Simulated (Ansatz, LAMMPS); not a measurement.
# Forces and charges in glassy 60SiO2-40Na2O (mol %) (195 atoms)

What does DFT give for glassy 60SiO2-40Na2O (mol %) (195 atoms) as built?

Main program and level: Ansatz 0.2.0; Kohn-Sham DFT, r2SCAN, PAW (set soft_2), plane waves.

### Step 1. Set-up

The cell holds 195 atoms: 39 Si, 52 Na and 104 O. Cell: a = 14.050 Å, b = 14.050 Å, c = 14.050 Å, α = 90.0°, β = 90.0°, γ = 90.0°. 195 atoms (39 Si, 52 Na, 104 O) placed at random at 2.37 g/cm³, melted at 4000 K for 10 ps at fixed volume with the Morse and Coulomb pair potential with partial charges (Pedone, Malavasi, Menziani, Cormack and Segre, J. Phys. Chem. B 110, 11780 (2006)). Quenched from 4000 K to 300 K at 20 K/ps and fixed volume, held 5 ps.

What the set-up can't give: The quench rate of 20 K/ps is many orders above laboratory rates, so the cell is likely richer in defects and strain than a real sample. The network of bonds at the start is that of the classical potential that made the cell, and needn't be the one that DFT or experiment would give. The Brillouin zone is sampled at Γ only, in a cell whose shortest periodic width is 14 Å.

### Step 2. How the cell was made

A classical potential makes the cell, at a small fraction of what the same run would cost in DFT.

This step: classical MD, Morse and Coulomb pair potential with partial charges (Pedone, Malavasi, Menziani, Cormack and Segre, J. Phys. Chem. B 110, 11780 (2006)) (LAMMPS 22 Jul 2025 - Update 4).

in.lmp reads:

```
# melt-quench of Si39Na52O104
units metal
atom_style charge
boundary p p p
region box block 0 14.0495 0 14.0495 0 14.0495
create_box 3 box
mass 1 28.0850   # Si
mass 2 22.9898   # Na
mass 3 15.9990   # O
create_atoms 1 random 39 160387 NULL overlap 1.5 maxtry 2000
create_atoms 2 random 52 160394 NULL overlap 1.5 maxtry 2000
create_atoms 3 random 104 160401 NULL overlap 1.5 maxtry 2000
pair_style hybrid/overlay pedone 5.5 coul/long 8.0
pair_coeff * * coul/long
pair_coeff 1 3 pedone 0.340554 2.006700 2.100000 1   # Si-O
pair_coeff 2 3 pedone 0.023363 1.763867 3.006315 5   # Na-O
pair_coeff 3 3 pedone 0.042395 1.379316 3.618701 22   # O-O
set type 1 charge 2.4
set type 2 charge 0.6
set type 3 charge -1.2
kspace_style pppm 1.0e-4
neigh_modify delay 0 every 1 check yes
thermo_style custom step time temp pe press density
thermo_modify norm yes
timestep 0.002
thermo 100
min_style cg
minimize 1e-4 1e-4 200 2000
reset_timestep 0
velocity all create 4000 160388 mom yes dist gaussian
fix lim all nve/limit 0.05
fix lan all langevin 4000 4000 0.2 160389 zero yes
thermo 500
run 1000 post no
# [... 7 lines left out ...]
fix md all nvt temp 4000 300 0.2
run 92500 post no
unfix md
thermo 1250
fix md all nvt temp 300 300 0.2
run 2500 post no
unfix md
write_dump all custom glass.dump id type xs ys zs modify sort id
```

Command:

```console
> lmp -in in.lmp -log none -nocite
```

The log of the run:

```text
LAMMPS (22 Jul 2025 - Update 4)
Created orthogonal box = (0 0 0) to (14.0495 14.0495 14.0495)
Created 39 atoms
Created 52 atoms
Created 104 atoms
PPPM initialization ...
  G vector (1/distance) = 0.37960646
  grid = 15 15 15
  estimated relative force accuracy = 5.2806542e-05
   Step          Time           Temp          PotEng         Press         Density
         0   0              0             -0.23600579     502864.73      2.3679791
        97   0.194          0             -12.009091     -10438.707      2.3679791
Loop time of 0.112159 s on 1 MPI rank(s) for 97 steps with 195 atoms
Minimization stats:
  Stopping criterion = energy tolerance
  Energy initial, next-to-last, final =
    -0.236005792948898  -12.0079942722979  -12.0090908067961
  Force two-norm initial, final = 360.15677 3.2294425
  Iterations, force evaluations = 97 126
   Step          Time           Temp          PotEng         Press         Density
         0   0              4000          -12.009091      28194.686      2.3679791
       500   1              2040.4185     -11.821193      19307.173      2.3679791
      1000   2              1948.3431     -11.841221      37425.089      2.3679791
Loop time of 0.732521 s on 1 MPI rank(s) for 1000 steps with 195 atoms
   Step          Time           Temp          PotEng         Press         Density
      1000   2              1948.3431     -11.841221      37425.089      2.3679791
      1666   3.332          4047.4705     -11.472805      35786.189      2.3679791
      2499   4.998          4334.2411     -11.547199      65761.991      2.3679791
      3332   6.664          3524.801      -11.513307      37970.941      2.3679791
      4165   8.33           3798.1917     -11.633079      68454.057      2.3679791
      4998   9.996          3919.873      -11.542467      39804.279      2.3679791
      5831   11.662         4005.0035     -11.557933      41598.97       2.3679791
[... 1 line left out ...]
Loop time of 3.79724 s on 1 MPI rank(s) for 5000 steps with 195 atoms
   Step          Time           Temp          PotEng         Press         Density
[... 12 lines left out ...]
Loop time of 68.197 s on 1 MPI rank(s) for 92500 steps with 195 atoms
   Step          Time           Temp          PotEng         Press         Density
     98500   197            277.29235     -12.117911     -6288.3407      2.3679791
     98750   197.5          307.8545      -12.122593     -4493.5728      2.3679791
    100000   200            319.40135     -12.119147     -17913.651      2.3679791
    101000   202            275.55684     -12.116156     -14396.174      2.3679791
Loop time of 1.70179 s on 1 MPI rank(s) for 2500 steps with 195 atoms
```

Elapsed: 75 s, on 1 thread of Arm Neoverse V2, shared host; peak memory 0.081 GiB.

### Step 3. Plane-wave single point

One self-consistent run at the given positions yields energy and forces.

input.yaml reads:

```yaml
crystal:
  lattice:
    - [14.0495, 0.0, 0.0]
    - [0.0, 14.0495, 0.0]
    - [0.0, 0.0, 14.0495]
  atoms:
    - { symbol: Si, position: [0.08027, 0.22686, 0.70417] }
    - { symbol: Si, position: [0.74233, 0.78585, 0.41409] }
    - { symbol: Si, position: [0.32402, 0.6156, 0.64201] }
    - { symbol: Si, position: [0.12498, 0.46264, 0.967] }
    - { symbol: Si, position: [0.4973, 0.21917, 0.03338] }
    - { symbol: Si, position: [0.49803, 0.29843, 0.45557] }
    - { symbol: Si, position: [0.79298, 0.10974, 0.55852] }
    - { symbol: Si, position: [0.48569, 0.93874, 0.88987] }
    - { symbol: Si, position: [0.62938, 0.48995, 0.44466] }
    - { symbol: Si, position: [0.08731, 0.25397, 0.05041] }
    - { symbol: Si, position: [0.05383, 0.56514, 0.34909] }
    - { symbol: Si, position: [0.79752, 0.334, 0.06613] }
    - { symbol: Si, position: [0.28602, 0.48604, 0.80386] }
    - { symbol: Si, position: [0.62446, 0.21867, 0.62817] }
    - { symbol: Si, position: [0.8749, 0.65762, 0.28037] }
    - { symbol: Si, position: [0.55658, 0.68867, 0.37541] }
    - { symbol: Si, position: [0.5897, 0.423, 0.06049] }
    - { symbol: Si, position: [0.02224, 0.03393, 0.31607] }
    - { symbol: Si, position: [0.68682, 0.38281, 0.75841] }
    - { symbol: Si, position: [0.25885, 0.93509, 0.86385] }
    - { symbol: Si, position: [0.90666, 0.07761, 0.75688] }
    - { symbol: Si, position: [0.27127, 0.83635, 0.66826] }
    - { symbol: Si, position: [0.38264, 0.70364, 0.09279] }
    - { symbol: Si, position: [0.75662, 0.20018, 0.88897] }
    - { symbol: Si, position: [0.59057, 0.0181, 0.07767] }
    - { symbol: Si, position: [0.84844, 0.55049, 0.77567] }
    - { symbol: Si, position: [0.96001, 0.77257, 0.09388] }
    - { symbol: Si, position: [0.5025, 0.98706, 0.48312] }
    - { symbol: Si, position: [0.24196, 0.98497, 0.34178] }
    - { symbol: Si, position: [0.2827, 0.35535, 0.41982] }
    - { symbol: Si, position: [0.57694, 0.63121, 0.98565] }
    - { symbol: Si, position: [0.00666, 0.4256, 0.67089] }
    [... 157 atom lines left out ...]
    - { symbol: O, position: [0.09926, 0.23011, 0.59337] }
    - { symbol: O, position: [0.36787, 0.49846, 0.87856] }
    - { symbol: O, position: [0.3569, 0.16589, 0.74113] }
    - { symbol: O, position: [0.06754, 0.79416, 0.10563] }
    - { symbol: O, position: [0.36231, 0.61852, 0.16486] }
    - { symbol: O, position: [0.31983, 0.0454, 0.28872] }
kpoints:
  mp_grid: { grid: [1, 1, 1] }
hamiltonian:
  xc: r2scan
scf:
  occupations: { method: fixed }
output:
  forces: true
  stress: true
  populations: true
  dos:
    method: { smearing: { sigma: 0.1 } }
    de: 0.1
    projected: { site_lists: { Na: [Na], O: [O], Si: [Si] } }
  eigenvalues: true
  write_density: true
  write_potential: true
  volumetric_format: npy
```

Command:

```console
> ansatz run input.yaml --threads 8 --pin off --max-ram 15872MiB --backend cpu --events-out ev --progress --plain --runs-dir out
```

The log of the run:

```text
Engine: ansatz 0.2.0, aarch64-unknown-linux-gnu
Pseudopotentials: kind: paw
Pseudopotential: Si, paw, valence charge 4, recommended cutoff 500 eV (meta_gga), Si.paw.azcp
Pseudopotential: Na, paw, valence charge 9, recommended cutoff 500 eV (meta_gga), Na.paw.azcp
Pseudopotential: O, paw, valence charge 6, recommended cutoff 500 eV (meta_gga), O.paw.azcp
[... 6 lines on functional and potentials left out ...]
Crystal: 195 atoms, lattice volume = 2773.209 Å³
Basis set: ecut = 500 eV, 70415 PW (Γ), exchange–correlation on 432×432×432 points (64 copies of the dense FFT grid, shifted against one another)
Bands: 819, of which v1, the nominal top of the filled ones, is band 624 counted from 1 (623 counted from 0)
Symmetry: 1 space group operations
Space group: P1 (ITA 1), of the structure as read, at distance tolerance 1.4e-4 Å
k-points: 1
[... 10 lines on functional and potentials left out ...]
Initial density: superposition of atomic densities (neutral atoms: chi_scale 0, normalization atom), corrected by the library's trained network
Initial wavefunctions: pseudopotential atomic-orbital guess
Functional: x = r2scan, c = r2scan; τ floored in thin density (d = 2e-4 eV/Å³)
SCF iter   1: F=—  HF=-161669.927685 eV  |F-HF|=—  |Δ(HF+E_count)|=         —  Δρ=8.55e-3  dr2=1.85e0  dr2_τ=1.20e1  ethr=1.77e-3  ⟨swp⟩=4.0  Hψ=2865  notcnv=0  defer=192
preconditioner: auto → Resta (q_TF=auto, 2.388 Å⁻¹)  ε∞=2.4  [insulator: Δε(μ)=2.830 eV  Ē_g=20.525 eV  n_scr=618 (ndim 8)  ℏωp=23.8 eV  f_vac=0.186  ε∞_Penn≈2.4]
SCF iter   2: F=—  HF=-161674.115479 eV  |F-HF|=—  |Δ(HF+E_count)|=    4.19e0  Δρ=4.42e-3  dr2=3.58e-1  dr2_τ=4.66e-2  ethr=1.49e-4  ⟨swp⟩=3.0  Hψ=1522  notcnv=0  defer=192
SCF iter   3: F=—  HF=-161674.080409 eV  |F-HF|=—  |Δ(HF+E_count)|=   3.51e-2  Δρ=1.25e-3  dr2=4.20e-2  dr2_τ=4.47e-3  ethr=2.87e-5  ⟨swp⟩=2.0  Hψ=945  notcnv=0  defer=193
SCF iter   4: F=—  HF=-161674.077946 eV  |F-HF|=—  |Δ(HF+E_count)|=   2.46e-3  Δρ=5.03e-4  dr2=5.67e-3  dr2_τ=8.84e-4  ethr=3.37e-6  ⟨swp⟩=2.0  Hψ=999  notcnv=0  defer=193
SCF iter   5: F=—  HF=-161674.077517 eV  |F-HF|=—  |Δ(HF+E_count)|=   4.28e-4  Δρ=1.40e-4  dr2=6.73e-4  dr2_τ=6.02e-5  ethr=4.54e-7  ⟨swp⟩=2.0  Hψ=1311  notcnv=0  defer=193
SCF iter   6: F=—  HF=-161674.077835 eV  |F-HF|=—  |Δ(HF+E_count)|=   3.18e-4  Δρ=7.18e-5  dr2=1.27e-4  dr2_τ=1.59e-5  ethr=5.40e-8  ⟨swp⟩=2.0  Hψ=1204  notcnv=0  defer=192
SCF iter   7: F=—  HF=-161674.077885 eV  |F-HF|=—  |Δ(HF+E_count)|=   4.97e-5  Δρ=1.89e-5  dr2=1.09e-5  dr2_τ=1.05e-6  ethr=1.02e-8  ⟨swp⟩=2.0  Hψ=1202  notcnv=0  defer=189
SCF iter   8: F=—  HF=-161674.082264 eV  |F-HF|=—  |Δ(HF+E_count)|=   4.38e-3  Δρ=1.11e-5  dr2=2.95e-6  dr2_τ=3.83e-7  ethr=8.70e-10  ⟨swp⟩=2.0  Hψ=1202  notcnv=0  defer=189
SCF iter   9: F=—  HF=-161674.082265 eV  |F-HF|=—  |Δ(HF+E_count)|=   8.60e-7  Δρ=2.59e-6  dr2=2.35e-7  dr2_τ=1.73e-8  ethr=2.36e-10  ⟨swp⟩=2.0  Hψ=1201  notcnv=0  defer=189
SCF iter  10: F=-161674.082266 eV  HF=-161674.082266 eV  |F-HF|=6.46e-9  |Δ(HF+E_count)|=   4.20e-7  Δρ=1.55e-6  dr2=6.12e-8  dr2_τ=6.76e-9  ethr=8.01e-12  ⟨swp⟩=21.0  Hψ=7036  notcnv=0
SCF 1 converged in 10 iterations: F = -161674.082266 eV  dr2 = 6.12e-8
  greatest PAW one-centre occupation: 1.000 electrons in one spin orbital (limit 2), on the Na atom at site 83 (counted from 0), in its partial waves of l = 0
WARN: The input density's exchange-correlation potential varies sharply where the density is thin. Do not read a vacuum level from v_tot or v_xc, or from such a field of the output density. On a cell that repeats whose density bears no net charge and no dipole along the vacuum's axis use v_es (v_loc + v_h of the components); [...]
SCF converged after 10 iterations
Free energy (F): -161674.082266 eV
Harris-Foulkes:  -161674.082266 eV  (|F-HF|=6.46e-9)
Internal energy: -161674.082266 eV  (E = F + TS)
E sigma→0 (E₀):  -161674.082266 eV
Fermi energy:    3.860132 eV
--- Per-component energies (eV) ---
  E_band       = -15039.801542
  E_kinetic    = 26745.052113
  E_local      = -123169.403225  (includes V_loc(G=0)·N_el)
  E_nonlocal   = 11884.202482
  E_hartree    = 45627.058917
  E_xc         = -11691.767929
  E_vxc        = -16064.375776  (∫ρ·V_xc dr)
  E_paw        = -50902.764448  (= ΣΔE_a)
  E_vpaw       = -6792.261967  (= ΣTr[D̂ρ^β])
  E_aug_tail   = 0.109554  (compensation charges beyond the density's cutoff)
  E_vtau       = 1102.772829  (kinetic-family band-sum trace: ∫τ·v_τ [+ j·A + Jᵃ·Aᵃ] dr)
  E_ewald      = -60158.901089
  E_core_change = -7.668640  (= ΣΔE_core)
  E_smearing   = -0.000000  (= −TS)
  E_closure    = 0.000000  (closes the sum)
  Σ components = -161674.082266   (vs F -161674.082266, Δ=0.00e0)
--- Forces (eV/Å), atoms counted from 1 ---
  atom   1  Si    -0.46402250    -0.70456111    -0.94325836
  atom   2  Si    -2.40361375    -0.09838949    -3.45588519
  atom   3  Si     1.53275910    -0.79187120    -0.70269756
  atom   4  Si     2.50925250    -0.51340689     0.23552800
  atom   5  Si     3.00802144    -2.43564272    -2.34437738
  atom   6  Si     0.54105162     4.20764525     4.11745349
  atom   7  Si    -1.09142419    -0.00972302    -1.78321482
  atom   8  Si    -0.47046000    -0.17100102     2.01445102
  atom   9  Si     1.44136216    -2.37739320     0.59488999
  atom  10  Si     0.45274201     1.05687276     0.17239286
  atom  11  Si     0.29273801    -1.13463126    -0.13306868
  atom  12  Si     0.45167957     0.52481686    -5.13349382
  atom  13  Si    -0.72888410    -1.61596648    -0.32019876
  atom  14  Si     0.66319047     4.68595721     2.76385185
[...]
atom 194  O     -0.44595155    -1.50217586     1.65755231
  atom 195  O      1.46620032     1.17074127    -0.61818326
  max |Σ_I F_I| component: 9.42e-4 eV/Å
--- Stress (GPa, compression-positive) ---
        1.006442       0.444142       0.570991
        0.444143       0.018987      -0.496099
        0.570990      -0.496098       1.892245
  P = ⅓ Tr σ = 0.9726 GPa (9.726 kbar)
--- Band table (eV) ---
  k-point 0: bands = ["-50.8055", "-50.6014", "-50.6001", "-50.5356", [... 803 levels ...], "14.0607", "14.0802", "14.1265", "14.1354", "14.1519", "14.1595", "14.1929", "14.2120", "14.2279", "14.2423", "14.2824", "14.3213"]
--- Löwdin populations: 195 sites ---
  site symbol       q [e]
     0     Si      2.2565
     1     Si      2.2379
     2     Si      2.2812
[...]
194      O      7.0345
  spilling = 0.008943 (of n_electrons = 1248.000000)
```

It took 1.9 min on 8 threads of Arm Neoverse V2, shared host; peak memory 9.5 GiB.

In the SCF lines HF is the Harris–Foulkes energy and dr2 the Hartree energy of the density residual, in eV; the loop may stop once dr2 is under the threshold and the program's other checks hold. Hψ counts applications of the Hamiltonian.

The program notes that the exchange-correlation potential is rough where the density is thin.

Numbers from this run:

```yaml
free_energy: -161674.0823 eV
free_energy_per_atom: -829.0979 eV/atom
scf_cycles: 10
pressure: 0.9726 GPa
r_m_s_force_component: 1.265 eV/Å
longest_force: 6.105 eV/Å
fermi_energy: 3.86 eV
spacing_of_highest_filled_and_lowest_empty_level: 2.278 eV
spilling_of_the_projection: 0.008943
```

Neighbours are counted within 3.08 Å (O-Na), 2.12 Å (O-Si).

Length of the force by element and coordination:

| element | coordination | atoms | mean length of the force (eV/Å) | spread | least | most |
| --- | --- | --- | --- | --- | --- | --- |
| Na | all | 52 | 0.681 | 0.360 | 0.111 | 1.66 |
| Na | 2 | 1 | 0.631 | 0 | 0.631 | 0.631 |
| Na | 3 | 6 | 0.582 | 0.390 | 0.142 | 1.29 |
| Na | 4 | 16 | 0.741 | 0.362 | 0.216 | 1.66 |
| Na | 5 | 17 | 0.711 | 0.391 | 0.182 | 1.54 |
| Na | 6 | 9 | 0.555 | 0.267 | 0.111 | 0.962 |
| Na | 7 | 3 | 0.795 | 0.232 | 0.560 | 1.11 |
| O | all | 104 | 1.91 | 1.19 | 0.242 | 6.10 |
| O | 2 | 14 | 1.98 | 1.04 | 0.394 | 3.43 |
| O | 3 | 28 | 1.88 | 0.658 | 0.502 | 3.25 |
| O | 4 | 32 | 1.82 | 1.38 | 0.405 | 6.10 |
| O | 5 | 20 | 1.45 | 0.880 | 0.242 | 3.33 |
| O | 6 | 10 | 3.05 | 1.59 | 1.60 | 5.90 |
| Si | all | 39 | 2.75 | 1.48 | 0.522 | 5.91 |

Löwdin charges by element and coordination (they lack the spilled electrons, 0.057 e an atom on average):

| element | coordination | atoms | mean charge (e) | spread | least | most |
| --- | --- | --- | --- | --- | --- | --- |
| Na | all | 52 | 0.803 | 0.0147 | 0.776 | 0.840 |
| Na | 2 | 1 | 0.823 | 0 | 0.823 | 0.823 |
| Na | 3 | 6 | 0.818 | 0.012 | 0.799 | 0.833 |
| Na | 4 | 16 | 0.798 | 0.0106 | 0.782 | 0.821 |
| Na | 5 | 17 | 0.800 | 0.0166 | 0.776 | 0.840 |
| Na | 6 | 9 | 0.809 | 0.0117 | 0.793 | 0.829 |
| Na | 7 | 3 | 0.802 | 0.004 | 0.798 | 0.807 |
| O | all | 104 | -0.944 | 0.0893 | -1.07 | -0.814 |
| O | 2 | 14 | -0.840 | 0.0112 | -0.862 | -0.823 |
| O | 3 | 28 | -0.872 | 0.0502 | -1.03 | -0.814 |
| O | 4 | 32 | -0.980 | 0.0725 | -1.07 | -0.856 |
| O | 5 | 20 | -1.02 | 0.0502 | -1.06 | -0.872 |
| O | 6 | 10 | -1.03 | 0.0497 | -1.07 | -0.889 |
| Si | all | 39 | 1.73 | 0.0583 | 1.62 | 1.85 |

States in the cell by windows of 1 eV, zero at the Fermi level; the larger projections on atomic orbitals stand beside the total:

| from (eV) | to (eV) | total | O p | Si p | Na s |
| --- | --- | --- | --- | --- | --- |
| -14 | -12 | 0.0 | 0.0 | 0.0 | 0.0 |
| -12 | -11 | 4.7 | 3.2 | 0.2 | 0.0 |
| -11 | -10 | 16.9 | 11.6 | 1.2 | 0.0 |
| -10 | -9 | 18.7 | 13.3 | 1.9 | 0.0 |
| -9 | -8 | 26.3 | 19.6 | 3.9 | 0.0 |
| -8 | -7 | 33.6 | 25.8 | 6.0 | 0.0 |
| -7 | -6 | 20.5 | 16.1 | 2.5 | 0.2 |
| -6 | -5 | 80.5 | 66.6 | 6.6 | 1.1 |
| -5 | -4 | 104.1 | 90.8 | 5.7 | 1.9 |
| -4 | -3 | 106.8 | 97.3 | 3.6 | 2.0 |
| -3 | -2 | 113.3 | 106.2 | 2.5 | 1.6 |
| -2 | -1 | 77.7 | 74.1 | 1.2 | 0.7 |
| -1 | 0 | 19.9 | 19.2 | 0.1 | 0.1 |
| 0 | 1 | 1.2 | 1.1 | 0.0 | 0.0 |
| 1 | 2 | 0.0 | 0.0 | 0.0 | 0.0 |
| 2 | 3 | 3.8 | 0.2 | 0.0 | 2.7 |
| 3 | 4 | 12.1 | 1.1 | 0.4 | 7.9 |
| 4 | 5 | 22.5 | 1.9 | 1.4 | 13.0 |

With fixed occupations the program's Fermi level is the highest filled level; weight inside the gap is the broadening of levels at its edges.

Between -26 and -14 eV lie 520 more states.

About 105 of the 1248 electrons lie in deeper levels, below the stored range.

The levels nearest the highest filled one (over half full), pooled over k-points and spins:

| level less the highest filled one (eV) | occupation |
| --- | --- |
| -0.735 | 2 |
| -0.635 | 2 |
| -0.612 | 2 |
| -0.547 | 2 |
| -0.303 | 2 |
| 0 | 2 |
| 2.28 | 0 |
| 2.93 | 0 |
| 3.06 | 0 |
| 3.36 | 0 |
| 3.51 | 0 |
| 3.66 | 0 |

Electrostatic potential energy in the ac plane at fractional y = 0.146, with atoms of Si and Na and O within 0.2 Å of it. With pseudopotentials it is smooth inside the atoms' cores, unlike the true potential.

Values in eV, 13 rows by 16 columns, each cell a mean:
```
 -4   4   9   7 -12  -1   8   5   2   6   5   3   1   6   9  10
  5  -1   5   2 -19   0   9   5 -19 -22 -27 -18 -11 -10   6   8
  1   3   5 -13 -41 -14   6   5 -19 -25   2   6   2 -26  -4   2
-25   2   5   4  -2 -18  -3   9   5  -4   7   8   9   6   0 -14
  7   6   7   6   5   7   9   9   7   2  -5  -3   4   5   8   8
  9   9   7   5   2   4   9  10   9   6 -11 -19 -25 -12   8   9
  7  -3 -16   3   3   0   7  10  10  10   9   7  -2  -1   9   9
  3  -3 -18   3  -1 -36  -4   8   9  10   9   8   6   5   8   7
-22   8   6   5   5   3   5   3   2   7   9   8   2 -12   5 -10
  8   9   4 -18   1   8   7   3   2   6   7   6   5   3   5   7
  7   9   7   2   5   8   8   8   7   7   2 -27  -9   2 -20 -16
  8   8   9   6  -6  -1   6   7  -8 -16   5 -10  -1   4  -7  -4
  0   6   9   1 -37 -23   3   1  -5  -5   8   8   8   7   8   9
```
Columns run along a (14.0 Å; values clipped at the 3rd and 97th percentile), rows up along c (14.0 Å). Atoms in or near the plane, at fractional coordinates: Si at (0.29, 0.04), Si at (0.27, 0.81), Si at (0.56, 0.84), Na at (0.14, 0.45), Na at (0.72, 0.16), Na at (0.34, 0.42), Na at (0.93, 0.16), O at (0.00, 0.35), O at (0.56, 0.08), O at (0.69, 0.59), O at (0.67, 0.88), O at (0.00, 0.73), O at (0.84, 0.82).

[end of part 1 of 2]

[Logs are printed without paths, hosts, clocks, repeated set-up lines and the standing remarks that a program may print on its own settings, such as how far it seeks lower states.]

[Hosts, paths, dates, database ids (printed as entryN), source tags and the programs' standing remarks are cut or masked in the printed files.]
